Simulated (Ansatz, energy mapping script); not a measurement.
# Spin model of VCl2O monolayer from collinear orders (0.25 holes a magnetic atom)

Wanted: the magnetic order of VCl2O monolayer, its couplings and an estimate of its ordering temperature, by LDA+U (1.92 eV).

Calculated with Ansatz 0.2.0; LDA with U = 1.92 eV on V d, ortho-atomic projectors; plane waves, U on orthogonalised atomic orbitals unless named otherwise, collinear spin, no spin–orbit coupling.

**1. Set-up**

The cell holds 4 atoms: 1 V, 2 Cl and 1 O. Cell: a = 3.740 Å, b = 3.503 Å, c = 18.310 Å, α = 90.0°, β = 90.0°, γ = 90.0°. It derives from VCl2O. one layer cut from the bulk crystal, unrelaxed, 15 A of vacuum. Vacuum lies along c.

The cell comes from a database of computed structures, and need not be the one that the compound takes in experiment.

This cell differs from the given one by: 0.25 holes a magnetic atom. The charge is balanced by a uniform background.

The U corrects the self-interaction that lets semilocal functionals spread d and f electrons too far. Its value here is typed, not computed.

**2. One set of occupation matrices for all orders**

A corrected shell can settle in several orbital fillings. One parallel run, with an occupation width a fifth wider than the orders use, therefore is to supply the occupation matrices. All orders start from them.

File input.yaml:

```yaml
crystal:
  lattice:
    - [3.73957, 0.0, 0.0]
    - [0.0, 3.50306, 0.0]
    - [0.0, 0.0, 18.309677]
  atoms:
    - { symbol: V, position: [0.062003, 0.0, 0.5], spin: 2.0 }
    - { symbol: Cl, position: [0.004547, 0.5, 0.409619] }
    - { symbol: Cl, position: [0.004547, 0.5, 0.590381] }
    - { symbol: O, position: [0.513588, 0.0, 0.5] }
magnetization:
  spin_polarized: true
total_charge: 0.25
kpoints:
  mp_grid: { grid: [9, 10, 1] }
hamiltonian:
  xc: lda
  hubbard:
    sites: [{ species: V, l: d, u_eff: 1.92 }]
    projectors: ortho-atomic
scf:
  occupations: { method: fermi_dirac, width: 0.084 }
output:
  eigenvalues: true
```

Run with:

```sh
$ ansatz run input.yaml --threads 4 --pin off --max-ram 8192MiB --backend cpu --events-out ev --progress --plain --runs-dir out
```

Numbers of over 12 decimals in the logs are rounded to 6 here.

Log:

```text
Engine: ansatz 0.2.0, aarch64-unknown-linux-gnu
Pseudopotentials: kind: paw
Pseudopotential: V, paw, valence charge 13, recommended cutoff 420 eV (normal), V.paw.azcp
Pseudopotential: Cl, paw, valence charge 7, recommended cutoff 420 eV (normal), Cl.paw.azcp
Pseudopotential: O, paw, valence charge 6, recommended cutoff 420 eV (normal), O.paw.azcp
Functional definition: SPW92
  exchange = slater_x
  correlation = pw_c
Crystal: 4 atoms, lattice volume = 239.856 Å³
Basis set: ecut = 420 eV, 4703 PW (Γ)
Bands: 22, of which v1, the nominal top of the filled ones, is band 16 counted from 1 (15 counted from 0)
Symmetry: 4 space group operations
Space group: Pmm2 (ITA 25), of the structure as read, at distance tolerance 6.2e-5 Å
Magnetic group: BNS 25.57 (UNI 155), of the structure as read, at distance tolerance 6.2e-5 Å
k-points: 30 of 90 (time reversal used)
Non-local potential: V, projectors of the file, l = 0: 3, l = 1: 2, l = 2: 3, l = 3: 1
Non-local potential: Cl, projectors of the file, l = 0: 2, l = 1: 2, l = 2: 2
Non-local potential: O, projectors of the file, l = 0: 2, l = 1: 2, l = 2: 1
PAW form: soft (Blöchl's): semilocal exchange-correlation on the pseudo side does not see the compensation charge
PAW frozen core: V, regenerated for the run's functional, and the local potential with it (the file was generated under x = pbe(κ = 0.804, μ = 0.219515), c = pbe(β = 0.066725))
PAW frozen core: Cl, regenerated for the run's functional, and the local potential with it (the file was generated under x = pbe(κ = 0.804, μ = 0.219515), c = pbe(β = 0.066725))
PAW frozen core: O, regenerated for the run's functional, and the local potential with it (the file was generated under x = pbe(κ = 0.804, μ = 0.219515), c = pbe(β = 0.066725))
PAW one-centre angular grid: V, 590 points (default); XC on 64 Gauss nodes
PAW one-centre angular grid: Cl, 110 points (default); XC on 64 Gauss nodes
PAW one-centre angular grid: O, 110 points (default); XC on 64 Gauss nodes
Initial density: superposition of atomic densities (neutral atoms scaled as one to the charged cell's electrons: chi_scale 0, normalization atom)
Starting moments: Σ|m| = 2 μB on 1 of 4 sites
Initial wavefunctions: pseudopotential atomic-orbital guess
Functional: x = slater, c = lda
SCF iter   1: F=—  HF=-5506.933501 eV  |F-HF|=—  |Δ(HF+E_count)|=         —  Δρ=4.20e-2 (↑4.20e-2 ↓3.38e-2)  dr2=1.26e1  dr2_m=8.17e-1  M=0.750 μB ∫|m|=1.543 μB  β_m=0.30  ethr=3.10e-3  ⟨swp⟩=10.4  Hψ=8719  notcnv=0
preconditioner: auto → none  [metal: Δε(μ)=0.007 eV  Ē_g=8.884 eV  σ=0.084 eV  W_gap=0.02  n_scr=30 (ndim 8)  ℏωp=11.4 eV  f_vac=0.651  D(μ)=2.57/eV (n_scr^D=8)  sad-step TF]
[...]
SCF iter  20: F=-5504.519159 eV  HF=-5504.519159 eV  |F-HF|=5.56e-10  |Δ(HF+E_count)|=  3.37e-11  Δρ=3.10e-7 (↑3.10e-7 ↓2.42e-7)  dr2=6.92e-10  dr2_m=4.14e-11  M=0.750 μB ∫|m|=1.211 μB  β_m=1.00  ethr=1.08e-11  ⟨swp⟩=1.0  Hψ=3331  notcnv=0
Mixer restart at iter 20: flushing history
iter 21 met the thresholds in force, and the SCF goes on: an eigenvalue changes by 1.84 meV, over its tolerance of 1.00 meV (output.eigenvalues, Limitations)
SCF iter  21: F=-5504.519159 eV  HF=-5504.519159 eV  |F-HF|=3.04e-8  |Δ(HF+E_count)|=   3.46e-9  Δρ=1.89e-6 (↑1.89e-6 ↓1.36e-6)  dr2=3.26e-8  dr2_m=1.82e-10  M=0.750 μB ∫|m|=1.212 μB  β_m=1.00  ethr=2.11e-12  ⟨swp⟩=1.1  Hψ=4041  notcnv=0  κ⁻¹=1.0e0(r=1)
SCF iter  22: F=-5504.519159 eV  HF=-5504.519159 eV  |F-HF|=2.36e-10  |Δ(HF+E_count)|=   3.46e-9  Δρ=1.78e-7 (↑1.78e-7 ↓1.07e-7)  dr2=2.60e-10  dr2_m=6.10e-12  M=0.750 μB ∫|m|=1.211 μB  ethr=2.11e-12  ⟨swp⟩=1.1  Hψ=3962  notcnv=0
SCF 1 converged in 22 iterations: F = -5504.519159 eV  dr2 = 2.60e-10
[...]
SCF converged after 22 iterations
an eigenvalue changed by more than its tolerance at an iteration that met the thresholds in force, so the SCF went on 3 times, its first undamped step at iteration 20: the last check found none over its tolerance
Magnetization: 0.7502 μB (16.7501 up, 15.9999 down)
Absolute magnetization: 1.2115 μB (∫|ρ↑−ρ↓|, with the PAW one-centre terms)
Spin contamination: 0.0386 ħ² per cell (⟨S²⟩ above its minimum at these occupations)
Per-site moments (μB) at R_I (Å): [(0.635526, 0.696603), (-0.039245, 0.997921), (-0.039245, 0.997921), (-0.111493, 0.696603)]
Free energy (F): -5504.519159 eV
Harris-Foulkes:  -5504.519159 eV  (|F-HF|=2.36e-10)
Internal energy: -5504.479884 eV  (E = F + TS)
E sigma→0 (E₀):  -5504.499521 eV
Entropy (-TS):   -0.039275 eV (-9.819 meV/atom)
Fermi energy:    -5.998042 eV
--- Per-component energies (eV) ---
  E_band       = -691.631180
  E_kinetic    = 820.514337
  E_local      = -16203.994899  (includes V_loc(G=0)·N_el)
  E_nonlocal   = 65.079490
  E_hartree    = 7672.354206
  E_xc         = -407.522619
  E_vxc        = -492.964339  (∫ρ·V_xc dr)
  E_hubbard    = 1.855180  (on-site DFT+U / exact-exchange correction)
  E_vhub       = 0.484128  (the Hubbard potential's part of the band-sum identity)
  E_paw        = -2455.081658  (= ΣΔE_a)
  E_vpaw       = -225.462495  (= ΣTr[D̂ρ^β])
  E_aug_tail   = 0.002915  (compensation charges beyond the density's cutoff)
  E_ewald      = 5001.489110
  E_core_change = 0.824055  (= ΣΔE_core)
  E_smearing   = -0.039275  (= −TS)
  E_closure    = 0.000000  (closes the sum)
  E_deformation_potential = 0.948320  (in the stress; not in F)
  Σ components = -5504.519159   (vs F -5504.519159, Δ=0.00e0)
--- Band table (eV; the first three rows and the last of 60) ---
  k-point 0 ↑: bands = [... 12 lower, -7.5260, -7.2040, -7.0870, -6.9412, -6.3560, -5.0237, -4.5969, -3.4028, ... 2 higher]
  k-point 1 ↑: bands = [... 12 lower, -7.6060, -7.4905, -7.0067, -6.7557, -6.3157, -4.9702, -4.6372, -3.5184, ... 2 higher]
  k-point 2 ↑: bands = [... 12 lower, -7.9490, -7.4328, -6.8966, -6.8888, -6.1197, -4.8480, -4.7261, -3.6777, ... 2 higher]
  k-point 29 ↓: bands = [... 12 lower, -8.5502, -8.2055, -7.5785, -6.8157, -3.4857, -2.9358, -2.8687, -2.7427, ... 2 higher]
Occupation matrices written to <dir>
```

Elapsed: 21 s, on 4 threads of Arm Neoverse V2, shared host; peak memory 0.65 GiB.

This step gave:

```yaml
final_state: ferromagnetic
electrons_in_the_corrected_shells: 3.361 e
largest_moment: 0.636 μB
```

**3. Run 1 (parallel; cell A, 8 atoms)**

Each cell gets its own parallel run on the same mesh, so that most of the mesh error cancels in the differences.

File input.yaml:

```yaml
crystal:
  lattice:
    - [3.73957, 0.0, 0.0]
    - [0.0, 7.00612, 0.0]
    - [0.0, 0.0, 18.309677]
  atoms:
    - { symbol: V, position: [0.062003, 0.0, 0.5], spin: 2.0 }
    - { symbol: V, position: [0.062003, 0.5, 0.5], spin: 2.0 }
    - { symbol: Cl, position: [0.004547, 0.25, 0.409619] }
    - { symbol: Cl, position: [0.004547, 0.75, 0.409619] }
    - { symbol: Cl, position: [0.004547, 0.25, 0.590381] }
    - { symbol: Cl, position: [0.004547, 0.75, 0.590381] }
    - { symbol: O, position: [0.513588, 0.0, 0.5] }
    - { symbol: O, position: [0.513588, 0.5, 0.5] }
magnetization:
  spin_polarized: true
total_charge: 0.5
kpoints:
  mp_grid: { grid: [9, 5, 1] }
hamiltonian:
  xc: lda
  hubbard:
    sites:
      - { species: V, l: d, u_eff: 1.92 }
      - { site: 0, l: d, u_eff: 1.92, starting_ns: [{ spin: up, occupation_matrix: v1_major }, { spin: down, occupation_matrix: v1_minor }] }
      - { site: 1, l: d, u_eff: 1.92, starting_ns: [{ spin: up, occupation_matrix: v1_major }, { spin: down, occupation_matrix: v1_minor }] }
    projectors: ortho-atomic
    occupation_matrices:
      v1_major:
        matrix:
          - [0.705, 0.0, 0.0, 0.174, 0.0]
          - [0.0, 0.321, 0.0, 0.0, 0.0]
          - [0.0, 0.0, 0.35, 0.0, 0.0]
          - [0.174, 0.0, 0.0, 0.464, 0.0]
          - [0.0, 0.0, 0.0, 0.0, 0.333]
      v1_minor:
        matrix:
          - [0.134, 0.0, 0.0, -0.104, 0.0]
          - [0.0, 0.241, 0.0, 0.0, 0.0]
          - [0.0, 0.0, 0.295, 0.0, 0.0]
          - [-0.104, 0.0, 0.0, 0.273, 0.0]
          - [0.0, 0.0, 0.0, 0.0, 0.245]
scf:
  occupations: { method: fermi_dirac, width: 0.07 }
output:
  eigenvalues: true
```

Log:

```text
[...]
Crystal: 8 atoms, lattice volume = 479.711 Å³
Basis set: ecut = 420 eV, 9371 PW (Γ)
Bands: 43, of which v1, the nominal top of the filled ones, is band 33 counted from 1 (32 counted from 0)
Symmetry: 8 space group operations
[...]
k-points: 15 of 45 (time reversal used)
[...]
Starting moments: Σ|m| = 4 μB on 2 of 8 sites
[...]
SCF iter   1: F=—  HF=-11014.221105 eV  |F-HF|=—  |Δ(HF+E_count)|=         —  Δρ=4.48e-2 (↑4.48e-2 ↓3.35e-2)  dr2=2.45e1  dr2_m=2.05e0  M=1.500 μB ∫|m|=2.676 μB  β_m=0.30  ethr=3.10e-3  ⟨swp⟩=12.8  Hψ=7209  notcnv=0
[...]
SCF iter  21: F=-11009.025488 eV  HF=-11009.025488 eV  |F-HF|=1.35e-10  |Δ(HF+E_count)|=   7.59e-9  Δρ=8.93e-8 (↑8.93e-8 ↓7.48e-8)  dr2=1.59e-10  dr2_m=9.93e-12  M=1.500 μB ∫|m|=2.424 μB  ethr=6.06e-12  ⟨swp⟩=1.2  Hψ=3705  notcnv=0
SCF 1 converged in 21 iterations: F = -11009.025488 eV  dr2 = 1.59e-10
[...]
SCF converged after 21 iterations
[...]
Magnetization: 1.5001 μB (33.5000 up, 32.0000 down)
Absolute magnetization: 2.4236 μB (∫|ρ↑−ρ↓|, with the PAW one-centre terms)
[...]
Per-site moments (μB) at R_I (Å): [(0.635469, 0.696603), (0.635469, 0.696603), (-0.039331, 0.997921), (-0.039331, 0.997921), (-0.039331, 0.997921), (-0.039331, 0.997921), (-0.111509, 0.696603), (-0.111509, 0.696603)]
Free energy (F): -11009.025488 eV
[...]
Internal energy: -11008.962705 eV  (E = F + TS)
E sigma→0 (E₀):  -11008.994097 eV
Entropy (-TS):   -0.062783 eV (-7.848 meV/atom)
Fermi energy:    -6.007818 eV
[...]
--- Specified on-site occupations, and those of the state reported ---
  electrons in the specified blocks: 6.7220 specified, 6.7216 found
  site 0 (l=d) ↓: largest change of an orbital's occupation 0.0005; electrons 1.1880 specified, 1.1880 found; spectral distance 0.0007
[...]
site 1 (l=d) ↑: largest change of an orbital's occupation 0.0005; electrons 2.1730 specified, 2.1728 found; spectral distance 0.0005
[...]
--- Band table (eV; the first three rows and the last of 30) ---
  k-point 0 ↑: bands = [... 29 lower, -7.0870, -6.9413, -6.6047, -6.3560, -6.1249, -5.1023, -5.0239, -4.5968, ... 6 higher]
  k-point 1 ↑: bands = [... 29 lower, -7.0066, -6.7557, -6.6744, -6.3158, -6.0559, -5.0198, -4.9704, -4.6371, ... 6 higher]
  k-point 2 ↑: bands = [... 29 lower, -6.8965, -6.8887, -6.8005, -6.1197, -6.0110, -4.8550, -4.8482, -4.7260, ... 6 higher]
  k-point 14 ↓: bands = [... 29 lower, -7.2452, -7.1537, -7.0366, -3.7597, -3.5765, -3.1254, -3.0380, -2.9014, ... 6 higher]
Occupation matrices written to <dir>
```

Elapsed: 41 s, on 4 threads; peak memory 1.1 GiB; 2.6 min of CPU time.

Spin moment in the sphere by atom:

```
atom  spin moment in the sphere (μB)
  V1                           0.635
  V2                           0.635
 Cl3                          -0.039
 Cl4                          -0.039
 Cl5                          -0.039
 Cl6                          -0.039
  O7                          -0.112
  O8                          -0.112
```

The run ends ferromagnetic.

**4. Order 2: compensated +−, cell A of 8 atoms**

This order reverses 2 of the 2 neighbours at 3.50 Å, 0 of the 2 neighbours at 3.74 Å and 4 of the 4 neighbours at 5.12 Å, counted for an average magnetic atom.

Edit input.yaml of step 3 so:

```diff
@@ -7,3 +7,3 @@
     - { symbol: V, position: [0.062003, 0.0, 0.5], spin: 2.0 }
-    - { symbol: V, position: [0.062003, 0.5, 0.5], spin: 2.0 }
+    - { symbol: V, position: [0.062003, 0.5, 0.5], spin: -2.0 }
     - { symbol: Cl, position: [0.004547, 0.25, 0.409619] }
@@ -25,3 +25,3 @@
       - { site: 0, l: d, u_eff: 1.92, starting_ns: [{ spin: up, occupation_matrix: v1_major }, { spin: down, occupation_matrix: v1_minor }] }
-      - { site: 1, l: d, u_eff: 1.92, starting_ns: [{ spin: up, occupation_matrix: v1_major }, { spin: down, occupation_matrix: v1_minor }] }
+      - { site: 1, l: d, u_eff: 1.92, starting_ns: [{ spin: up, occupation_matrix: v1_minor }, { spin: down, occupation_matrix: v1_major }] }
     projectors: ortho-atomic
```

Log:

```text
[...]
Crystal: 8 atoms, lattice volume = 479.711 Å³
Basis set: ecut = 420 eV, 9371 PW (Γ)
Bands: 43, of which v1, the nominal top of the filled ones, is band 33 counted from 1 (32 counted from 0)
Symmetry: 4 space group operations
[...]
k-points: 15 of 45 (time reversal used)
[...]
Starting moments: Σ|m| = 4 μB on 2 of 8 sites
Starting magnetic order: antiferromagnet; a translation exchanges its spin sublattices: spin-degenerate at every k-point
[...]
SCF iter   1: F=—  HF=-11014.193707 eV  |F-HF|=—  |Δ(HF+E_count)|=         —  Δρ=3.96e-2 (↑3.96e-2 ↓3.96e-2)  dr2=2.45e1  dr2_m=2.07e0  M=0.000 μB ∫|m|=2.399 μB  β_m=0.30  ethr=3.10e-3  ⟨swp⟩=12.5  Hψ=7214  notcnv=0
[...]
SCF iter   2: F=—  HF=-11010.079224 eV  |F-HF|=—  |Δ(HF+E_count)|=    4.11e0  Δρ=1.70e-2 (↑1.70e-2 ↓1.70e-2)  dr2=6.32e0  dr2_m=6.82e-1  M=-0.001 μB ∫|m|=2.863 μB  β_m=0.30  ethr=3.10e-3  ⟨swp⟩=3.0  Hψ=3026  notcnv=0  defer=30
[...]
spin=Collinear: Resta preconditioning applied to the charge; magnetization (m = ρ↑ − ρ↓) channel mixes plain (no charge-response kernel on spin).
SCF iter   3: F=—  HF=-11009.343718 eV  |F-HF|=—  |Δ(HF+E_count)|=   7.36e-1  Δρ=1.52e-2 (↑1.52e-2 ↓1.52e-2)  dr2=1.81e0  dr2_m=6.50e-1  M=0.002 μB ∫|m|=2.474 μB  β_m=0.30  ethr=3.10e-3  ⟨swp⟩=3.0  Hψ=2304  notcnv=0  defer=30
[...]
SCF iter  33: F=-11009.019526 eV  HF=-11009.019526 eV  |F-HF|=1.09e-11  |Δ(HF+E_count)|=  1.67e-10  Δρ=6.19e-8 (↑6.19e-8 ↓5.23e-8)  dr2=4.84e-11  dr2_m=8.49e-12  M=0.000 μB ∫|m|=2.214 μB  ethr=1.35e-12  ⟨swp⟩=1.2  Hψ=3617  notcnv=0
SCF 1 converged in 33 iterations: F = -11009.019526 eV  dr2 = 4.84e-11
[...]
SCF converged after 33 iterations
[...]
Magnetization: 0.0000 μB (32.7500 up, 32.7500 down)
Absolute magnetization: 2.2118 μB (∫|ρ↑−ρ↓|, with the PAW one-centre terms)
[...]
Per-site moments (μB) at R_I (Å): [(0.608826, 0.696603), (-0.608811, 0.696603), (6.19367296855211e-7, 0.997921), (6.193672968414094e-7, 0.997921), (6.193672967064928e-7, 0.997921), (6.193672967057587e-7, 0.997921), (-0.098384, 0.696603), (0.098383, 0.696603)]
Free energy (F): -11009.019526 eV
[...]
Internal energy: -11008.958645 eV  (E = F + TS)
E sigma→0 (E₀):  -11008.989085 eV
Entropy (-TS):   -0.060881 eV (-7.610 meV/atom)
Fermi energy:    -6.026140 eV
[...]
--- Specified on-site occupations, and those of the state reported ---
  electrons in the specified blocks: 6.7220 specified, 6.7249 found
[...]
--- Band table (eV; the first three rows and the last of 30) ---
  k-point 0 ↑: bands = [... 29 lower, -7.1062, -6.8530, -6.6247, -6.2711, -4.9310, -4.8439, -4.1817, -4.1659, ... 6 higher]
  k-point 1 ↑: bands = [... 29 lower, -7.0299, -6.7732, -6.6909, -6.1822, -4.8740, -4.8582, -4.2059, -4.1931, ... 6 higher]
  k-point 2 ↑: bands = [... 29 lower, -6.9154, -6.8927, -6.8189, -6.0420, -4.8609, -4.7822, -4.2382, -4.2376, ... 6 higher]
  k-point 14 ↓: bands = [... 29 lower, -7.2302, -7.1393, -7.0167, -6.0112, -3.7033, -3.6113, -3.4176, -3.4120, ... 6 higher]
Occupation matrices written to <dir>
```

Elapsed: 61 s, on 4 threads; peak memory 1.1 GiB.

Spin moment in the sphere by atom:

```
atom  spin moment in the sphere (μB)
  V1                           0.609
  V2                          -0.609
 Cl3                           0.000
 Cl4                           0.000
 Cl5                           0.000
 Cl6                           0.000
  O7                          -0.098
  O8                           0.098
```

The run ends antiferromagnetic, 2.51 meV a magnetic atom above the parallel order of its cell (energies taken at zero occupation width, not the printed F).

**5. Parallel start in cell B (8 atoms)**

The parallel order again, as the reference for this cell.

This run holds the same structure in another cell (a 3.740 → 7.479 Å, b 7.006 → 3.503 Å).

File input.yaml:

```yaml
crystal:
  lattice:
    - [7.47914, 0.0, 0.0]
    - [0.0, 3.50306, 0.0]
    - [0.0, 0.0, 18.309677]
  atoms:
    - { symbol: V, position: [0.0310015, 0.0, 0.5], spin: 2.0 }
    - { symbol: V, position: [0.5310015, 0.0, 0.5], spin: 2.0 }
    - { symbol: Cl, position: [0.0022735, 0.5, 0.409619] }
    - { symbol: Cl, position: [0.5022735, 0.5, 0.409619] }
    - { symbol: Cl, position: [0.0022735, 0.5, 0.590381] }
    - { symbol: Cl, position: [0.5022735, 0.5, 0.590381] }
    - { symbol: O, position: [0.256794, 0.0, 0.5] }
    - { symbol: O, position: [0.756794, 0.0, 0.5] }
magnetization:
  spin_polarized: true
total_charge: 0.5
kpoints:
  mp_grid: { grid: [5, 10, 1] }
hamiltonian:
  xc: lda
  hubbard:
    sites:
      - { species: V, l: d, u_eff: 1.92 }
      - { site: 0, l: d, u_eff: 1.92, starting_ns: [{ spin: up, occupation_matrix: v1_major }, { spin: down, occupation_matrix: v1_minor }] }
      - { site: 1, l: d, u_eff: 1.92, starting_ns: [{ spin: up, occupation_matrix: v1_major }, { spin: down, occupation_matrix: v1_minor }] }
    projectors: ortho-atomic
    occupation_matrices:
      v1_major:
        matrix:
          - [0.705, 0.0, 0.0, 0.174, 0.0]
          - [0.0, 0.321, 0.0, 0.0, 0.0]
          - [0.0, 0.0, 0.35, 0.0, 0.0]
          - [0.174, 0.0, 0.0, 0.464, 0.0]
          - [0.0, 0.0, 0.0, 0.0, 0.333]
      v1_minor:
        matrix:
          - [0.134, 0.0, 0.0, -0.104, 0.0]
          - [0.0, 0.241, 0.0, 0.0, 0.0]
          - [0.0, 0.0, 0.295, 0.0, 0.0]
          - [-0.104, 0.0, 0.0, 0.273, 0.0]
          - [0.0, 0.0, 0.0, 0.0, 0.245]
scf:
  occupations: { method: fermi_dirac, width: 0.07 }
output:
  eigenvalues: true
```

Log:

```text
[...]
Crystal: 8 atoms, lattice volume = 479.711 Å³
Basis set: ecut = 420 eV, 9395 PW (Γ)
Bands: 43, of which v1, the nominal top of the filled ones, is band 33 counted from 1 (32 counted from 0)
Symmetry: 8 space group operations
[...]
k-points: 18 of 50 (time reversal used)
[...]
Starting moments: Σ|m| = 4 μB on 2 of 8 sites
[...]
k-point 1 ↑: bands = [... 29 lower, -7.0066, -6.8737, -6.7557, -6.3158, -6.2529, -4.9704, -4.6371, -3.5186, ... 6 higher]
  k-point 2 ↑: bands = [... 29 lower, -7.0118, -6.8965, -6.8887, -6.1197, -6.0304, -4.8482, -4.7260, -3.6779, ... 6 higher]
  k-point 17 ↓: bands = [... 29 lower, -7.0163, -6.7229, -6.7108, -3.8499, -3.7277, -3.5255, -3.5013, -3.3619, ... 6 higher]
Occupation matrices written to <dir>
[key lines of the parts left out:]
SCF converged after 21 iterations
Magnetization: 1.5001 μB (33.5000 up, 32.0000 down)
Free energy (F): -11009.025490 eV
Fermi energy:    -6.007826 eV
```

Run time: 45 s. Hardware: 4 threads; peak memory 1.2 GiB.

The run ends ferromagnetic. For each magnetic atom its energy differs from the parallel run of the first cell by 0.00 meV, an error that one common reference would have brought in.

(Continued in part 2 of 2.)

[Logs and program files are shortened in this print: banners, set-up blocks, solver, clock and traceback lines can be left out without a mark of their own.]

[Logs are printed without paths, hosts, clocks, repeated set-up lines and the standing remarks that a program may print on its own settings, such as how far it seeks lower states.]

[Hosts, paths, dates, database ids (printed as entryN), source tags and the programs' standing remarks are cut or masked in the printed files.]

[Where a cell is said to come from a database of computed structures, the database is the Materials Project.]
